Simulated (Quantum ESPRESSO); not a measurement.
# LiCl: optical spectrum from first principles, part 2 of 3

Aim: the dielectric function of LiCl, and the optical constants that follow from it. The cell comes from an older database entry, whose edges can differ from later determinations, mostly by under a per cent.

Quantum ESPRESSO 7.5; DFT, PBE, plane waves with norm-conserving potentials (PseudoDojo), scalar-relativistic, independent-particle optical response without local fields and without the non-local commutator.

So far. Step 2 (Ground state): There is a gap, 6.33 eV on this mesh (points off the mesh can give less), so no carriers' term is needed.

The database entry behind the starting cell differs from later determinations by our own check (0.1 to 0.3 % short, probably kX units), so it need not match the best structure at ambient conditions.

## 3. Ground state with the final occupations

Level of this step: DFT, PBE, plane waves with norm-conserving potentials (PseudoDojo), scalar-relativistic, ground state (Quantum ESPRESSO).

With the gap or the metal settled, the ground state is repeated with the fitting occupations, and the later steps take its density.

File scf.in:

```
&control
  calculation = 'scf'
  prefix = 'x'
  outdir = './tmp'
  pseudo_dir = './'
  verbosity = 'high'
/
&system
  ibrav = 0
  nat = 2
  ntyp = 2
  ecutwfc = 90
  occupations = 'fixed'
/
&electrons
  conv_thr = 1e-09
  electron_maxstep = 100
/
ATOMIC_SPECIES
  Cl 1.0 Cl.upf
  Li 1.0 Li.upf
CELL_PARAMETERS angstrom
  0.000000000000 2.564770000000 2.564770000000
  2.564770000000 0.000000000000 2.564770000000
  2.564770000000 2.564770000000 0.000000000000
ATOMIC_POSITIONS crystal
  Cl 0.500000000000 0.500000000000 0.500000000000
  Li 0.000000000000 0.000000000000 0.000000000000
K_POINTS automatic
  8 8 8 0 0 0
```

Launch:

```
$ mpirun -n 4 pw.x -nk 4 -in scf.in
```

The log of the run:

```text
[banner, memory and clock lines left out]

     using ibrav=0 with symmetry is DISCOURAGED, use correct ibrav instead

     G-vector sticks info

     bravais-lattice index     =            0
     lattice parameter (alat)  =       6.8543  a.u.
     unit-cell volume          =     227.7046 (a.u.)^3
     number of atoms/cell      =            2
     number of atomic types    =            2
     number of electrons       =        10.00
     number of Kohn-Sham states=            5
     kinetic-energy cutoff     =      90.0000  Ry
     charge density cutoff     =     360.0000  Ry
     scf convergence threshold =      1.0E-09
     mixing beta               =       0.7000
     number of iterations used =            8  plain     mixing
     Exchange-correlation= PBE
                           (   1   4   3   4   0   0   0)

     celldm(1)=   6.854287  celldm(2)=   0.000000  celldm(3)=   0.000000
     celldm(4)=   0.000000  celldm(5)=   0.000000  celldm(6)=   0.000000

     crystal axes: (cart. coord. in units of alat)
               a(1) = (   0.000000   0.707107   0.707107 )
               a(2) = (   0.707107   0.000000   0.707107 )
               a(3) = (   0.707107   0.707107   0.000000 )

     reciprocal axes: (cart. coord. in units 2 pi/alat)
               b(1) = ( -0.707107  0.707107  0.707107 )
               b(2) = (  0.707107 -0.707107  0.707107 )
               b(3) = (  0.707107  0.707107 -0.707107 )

     ./Cl.upf
     Pseudo is Norm-conserving + core correction, Zval =  7.0
     Generated using ONCVPSP code by D. R. Hamann
     Using radial grid of 1028 points,  6 beta functions with:
                l(1) =   0
                l(2) =   0
                l(3) =   1
                l(4) =   1
                l(5) =   2
                l(6) =   2

     ./Li.upf
     Pseudo is Norm-conserving, Zval =  3.0
     Generated using ONCVPSP code by D. R. Hamann
     Using radial grid of 1944 points,  4 beta functions with:
                l(1) =   0
                l(2) =   0
                l(3) =   1
                l(4) =   1

     atomic species   valence    mass     pseudopotential
     Cl                7.00     1.00000     Cl( 1.00)
     Li                3.00     1.00000     Li( 1.00)

     48 Sym. Ops., with inversion, found

                                    s                        frac. trans.

     [... symmetry matrices left out ...]
   Cartesian axes

     site n.     atom                  positions (alat units)
         1        Cl     tau(   1) = (   0.7071068   0.7071068   0.7071068  )
         2        Li     tau(   2) = (   0.0000000   0.0000000   0.0000000  )

   Crystallographic axes

     site n.     atom                  positions (cryst. coord.)
         1        Cl     tau(   1) = (  0.5000000  0.5000000  0.5000000  )
         2        Li     tau(   2) = (  0.0000000  0.0000000  0.0000000  )

     number of k points=    29
                       cart. coord. in units 2pi/alat
        k(    1) = (   0.0000000   0.0000000   0.0000000), wk =   0.0039062
        k(    2) = (   0.0883883   0.0883883  -0.0883883), wk =   0.0312500
        k(    3) = (   0.1767767   0.1767767  -0.1767767), wk =   0.0312500
        k(    4) = (   0.2651650   0.2651650  -0.2651650), wk =   0.0312500
        k(    5) = (  -0.3535534  -0.3535534   0.3535534), wk =   0.0156250
        k(    6) = (   0.1767767   0.0000000   0.0000000), wk =   0.0234375
        k(    7) = (   0.2651650   0.0883883  -0.0883883), wk =   0.0937500
        k(    8) = (   0.3535534   0.1767767  -0.1767767), wk =   0.0937500
        k(    9) = (  -0.2651650  -0.4419417   0.4419417), wk =   0.0937500
        k(   10) = (  -0.1767767  -0.3535534   0.3535534), wk =   0.0937500
        k(   11) = (  -0.0883883  -0.2651650   0.2651650), wk =   0.0937500
        k(   12) = (   0.0000000  -0.1767767   0.1767767), wk =   0.0468750
        k(   13) = (   0.3535534   0.0000000   0.0000000), wk =   0.0234375
        k(   14) = (   0.4419417   0.0883883  -0.0883883), wk =   0.0937500
        k(   15) = (  -0.1767767  -0.5303301   0.5303301), wk =   0.0937500
        k(   16) = (  -0.0883883  -0.4419417   0.4419417), wk =   0.0937500
[...]
cryst. coord.
[...]
k(   22) = (   0.1250000   0.2500000   0.3750000), wk =   0.0937500
        k(   23) = (   0.1250000   0.2500000  -0.5000000), wk =   0.1875000
        k(   24) = (   0.1250000   0.2500000  -0.3750000), wk =   0.0937500
        k(   25) = (   0.1250000   0.3750000  -0.5000000), wk =   0.0937500
        k(   26) = (   0.1250000   0.3750000  -0.3750000), wk =   0.1875000
        k(   27) = (   0.1250000   0.3750000  -0.2500000), wk =   0.0937500
        k(   28) = (   0.1250000  -0.5000000  -0.3750000), wk =   0.0468750
        k(   29) = (   0.2500000  -0.5000000  -0.2500000), wk =   0.0234375

     Dense  grid:    26301 G-vectors     FFT dimensions: (  45,  45,  45)

     Initial potential from superposition of free atoms

     starting charge       9.9954, renormalised to      10.0000
     Starting wfcs are    6 randomized atomic wfcs

     Self-consistent Calculation

     iteration #  1     ecut=    90.00 Ry     beta= 0.70
     Davidson diagonalization with overlap

            53 MiB given to the printing process from OS
            21 MiB allocation reported by mallinfo(arena+hblkhd)
------------------
     ethr =  1.00E-02,  avg # of iterations =  1.6

     Threshold (ethr) on eigenvalues was too large:
     Diagonalizing with lowered threshold

     Davidson diagonalization with overlap

            53 MiB given to the printing process from OS
            24 MiB allocation reported by mallinfo(arena+hblkhd)
------------------
     ethr =  2.75E-04,  avg # of iterations =  1.9

     total energy              =     -47.46723736 Ry
     estimated scf accuracy    <       0.02257878 Ry

     iteration #  2     ecut=    90.00 Ry     beta= 0.70
     Davidson diagonalization with overlap

            63 MiB given to the printing process from OS
            29 MiB allocation reported by mallinfo(arena+hblkhd)
------------------
     ethr =  2.26E-04,  avg # of iterations =  2.0

     total energy              =     -47.47338970 Ry
     estimated scf accuracy    <       0.00329040 Ry

     iteration #  3     ecut=    90.00 Ry     beta= 0.70
     Davidson diagonalization with overlap

            64 MiB given to the printing process from OS
            29 MiB allocation reported by mallinfo(arena+hblkhd)
------------------
     ethr =  3.29E-05,  avg # of iterations =  2.0

     total energy              =     -47.47402982 Ry
     estimated scf accuracy    <       0.00009727 Ry

     iteration #  4     ecut=    90.00 Ry     beta= 0.70
     Davidson diagonalization with overlap

            65 MiB given to the printing process from OS
            30 MiB allocation reported by mallinfo(arena+hblkhd)
------------------
     ethr =  9.73E-07,  avg # of iterations =  2.7

     total energy              =     -47.47405633 Ry
     estimated scf accuracy    <       0.00001998 Ry

     iteration #  5     ecut=    90.00 Ry     beta= 0.70
     Davidson diagonalization with overlap

            66 MiB given to the printing process from OS
            31 MiB allocation reported by mallinfo(arena+hblkhd)
------------------
     ethr =  2.00E-07,  avg # of iterations =  2.0

     total energy              =     -47.47406169 Ry
     estimated scf accuracy    <       0.00000067 Ry

     iteration #  6     ecut=    90.00 Ry     beta= 0.70
     Davidson diagonalization with overlap

            67 MiB given to the printing process from OS
            32 MiB allocation reported by mallinfo(arena+hblkhd)
------------------
     ethr =  6.68E-09,  avg # of iterations =  2.0

     total energy              =     -47.47406183 Ry
     estimated scf accuracy    <          1.0E-08 Ry

     iteration #  7     ecut=    90.00 Ry     beta= 0.70
     Davidson diagonalization with overlap

            67 MiB given to the printing process from OS
            33 MiB allocation reported by mallinfo(arena+hblkhd)
------------------
     ethr =  9.99E-11,  avg # of iterations =  3.8

     End of self-consistent calculation

          k = 0.0000 0.0000 0.0000 (  3287 PWs)   bands (ev):

   -41.8050 -11.7299   1.6667   1.6667   1.6667

     occupation numbers
     1.0000   1.0000   1.0000   1.0000   1.0000

          k = 0.0884 0.0884-0.0884 (  3299 PWs)   bands (ev):

   -41.8046 -11.6545   1.1410   1.6258   1.6258

     occupation numbers
     1.0000   1.0000   1.0000   1.0000   1.0000

          k = 0.1768 0.1768-0.1768 (  3305 PWs)   bands (ev):

   -41.8036 -11.4625   0.0880   1.5322   1.5322

     occupation numbers
     1.0000   1.0000   1.0000   1.0000   1.0000

          k = 0.2652 0.2652-0.2652 (  3284 PWs)   bands (ev):

   -41.8026 -11.2540  -0.8029   1.4454   1.4454

     occupation numbers
     1.0000   1.0000   1.0000   1.0000   1.0000

          k =-0.3536-0.3536 0.3536 (  3274 PWs)   bands (ev):

   -41.8022 -11.1619  -1.1446   1.4113   1.4113

     occupation numbers
     1.0000   1.0000   1.0000   1.0000   1.0000

          k = 0.1768 0.0000 0.0000 (  3295 PWs)   bands (ev):

   -41.8044 -11.6285   1.1944   1.4851   1.4851

     occupation numbers
     1.0000   1.0000   1.0000   1.0000   1.0000

          k = 0.2652 0.0884-0.0884 (  3290 PWs)   bands (ev):

   -41.8036 -11.4727   0.3774   1.3249   1.3902

     occupation numbers
     1.0000   1.0000   1.0000   1.0000   1.0000

          k = 0.3536 0.1768-0.1768 (  3284 PWs)   bands (ev):

   -41.8027 -11.2645  -0.5239   1.2086   1.2382

     occupation numbers
     1.0000   1.0000   1.0000   1.0000   1.0000

     [... further k points left out ...]

     highest occupied level (ev):     1.6667

!    total energy              =     -47.47406184 Ry
     estimated scf accuracy    <          8.4E-10 Ry

     The total energy is the sum of the following terms:
     one-electron contribution =     -10.49980123 Ry
     hartree contribution      =       7.60825187 Ry
     xc contribution           =     -12.42764901 Ry
     ewald contribution        =     -32.15486348 Ry

     convergence has been achieved in   7 iterations

     XML data file, charge density, pseudopotentials, collected wavefunctions

                                        0.00s GPU  (     208 calls)
```

It took 3 s on 4 MPI ranks of Arm Neoverse V2, shared host; peak memory 0.07 GiB.

## 4. Bands on the whole mesh, 12×12×12

The response needs many more empty bands than the density does.

This step: DFT, PBE, plane waves with norm-conserving potentials (PseudoDojo), scalar-relativistic, bands at fixed density (Quantum ESPRESSO 7.5).

nscf.in, as its differences from scf.in of step 3:

```diff
@@ -1,3 +1,3 @@
 &control
-  calculation = 'scf'
+  calculation = 'nscf'
   prefix = 'x'
@@ -5,3 +5,2 @@
   pseudo_dir = './'
-  verbosity = 'high'
 /
@@ -13,2 +12,5 @@
   occupations = 'fixed'
+  nbnd = 21
+  nosym = .true.
+  noinv = .true.
 /
@@ -17,2 +19,3 @@
   electron_maxstep = 100
+  diago_full_acc = .true.
 /
@@ -29,2 +32,2 @@
 K_POINTS automatic
-  8 8 8 0 0 0
+  12 12 12 0 0 0
```

Launch:

```
$ mpirun -n 4 pw.x -nk 4 -in nscf.in
```

The log of the run:

```text
[banner, memory and clock lines left out]

     Atomic positions and unit cell read from directory:

     G-vector sticks info

     bravais-lattice index     =            0
     lattice parameter (alat)  =       6.8543  a.u.
     unit-cell volume          =     227.7046 (a.u.)^3
     number of atoms/cell      =            2
     number of atomic types    =            2
     number of electrons       =        10.00
     number of Kohn-Sham states=           21
     kinetic-energy cutoff     =      90.0000  Ry
     charge density cutoff     =     360.0000  Ry
     Exchange-correlation= PBE
                           (   1   4   3   4   0   0   0)

     celldm(1)=   6.854287  celldm(2)=   0.000000  celldm(3)=   0.000000
     celldm(4)=   0.000000  celldm(5)=   0.000000  celldm(6)=   0.000000

     crystal axes: (cart. coord. in units of alat)
               a(1) = (   0.000000   0.707107   0.707107 )
               a(2) = (   0.707107   0.000000   0.707107 )
               a(3) = (   0.707107   0.707107   0.000000 )

     reciprocal axes: (cart. coord. in units 2 pi/alat)
               b(1) = ( -0.707107  0.707107  0.707107 )
               b(2) = (  0.707107 -0.707107  0.707107 )
               b(3) = (  0.707107  0.707107 -0.707107 )

     ./Cl.upf
     Pseudo is Norm-conserving + core correction, Zval =  7.0
     Generated using ONCVPSP code by D. R. Hamann
     Using radial grid of 1028 points,  6 beta functions with:
                l(1) =   0
                l(2) =   0
                l(3) =   1
                l(4) =   1
                l(5) =   2
                l(6) =   2

     ./Li.upf
     Pseudo is Norm-conserving, Zval =  3.0
     Generated using ONCVPSP code by D. R. Hamann
     Using radial grid of 1944 points,  4 beta functions with:
                l(1) =   0
                l(2) =   0
                l(3) =   1
                l(4) =   1

     atomic species   valence    mass     pseudopotential
     Cl                7.00     1.00000     Cl( 1.00)
     Li                3.00     1.00000     Li( 1.00)

     No symmetry found

   Cartesian axes

     site n.     atom                  positions (alat units)
         1        Cl     tau(   1) = (   0.7071068   0.7071068   0.7071068  )
         2        Li     tau(   2) = (   0.0000000   0.0000000   0.0000000  )

     number of k points=  1728

     Number of k-points >= 100: set verbosity='high' to print them.

     Dense  grid:    26301 G-vectors     FFT dimensions: (  45,  45,  45)

     The potential is recalculated from file :

     Starting wfcs are    6 randomized atomic wfcs +   15 random wfcs

     Band Structure Calculation
     Davidson diagonalization with overlap

     ethr =  1.00E-11,  avg # of iterations = 31.3

     End of band structure calculation

     Number of k-points >= 100: set verbosity='high' to print the bands.

     highest occupied, lowest unoccupied level (ev):     1.6698    7.9953

     XML data file, pseudopotentials, collected wavefunctions

                                        0.00s GPU  (   15068 calls)

[... left out ...]
ulation
     Davidson diagonalization with overlap

     ethr =  1.00E-11,  avg # of iterations = 31.3

     End of band structure calculation

     Number of k-points >= 100: set verbosity='high' to print the bands.

     highest occupied, lowest unoccupied level (ev):     1.6698    7.9953

     XML data file, pseudopotentials, collected wavefunctions

                                        0.00s GPU  (   15068 calls)
```

Elapsed: 5.9 min, on 4 MPI ranks; peak memory 0.06 GiB.

(Part 2 of 3 ends here.)

[Machine, clock, banner and «Message from routine» lines are left out of the logs.]

[Logs are printed without paths, hosts, clocks, repeated set-up lines and the standing remarks that a program may print on its own settings, such as how far it seeks lower states.]

[Hosts, paths, dates, database ids (printed as entryN), source tags and the programs' standing remarks are cut or masked in the printed files.]
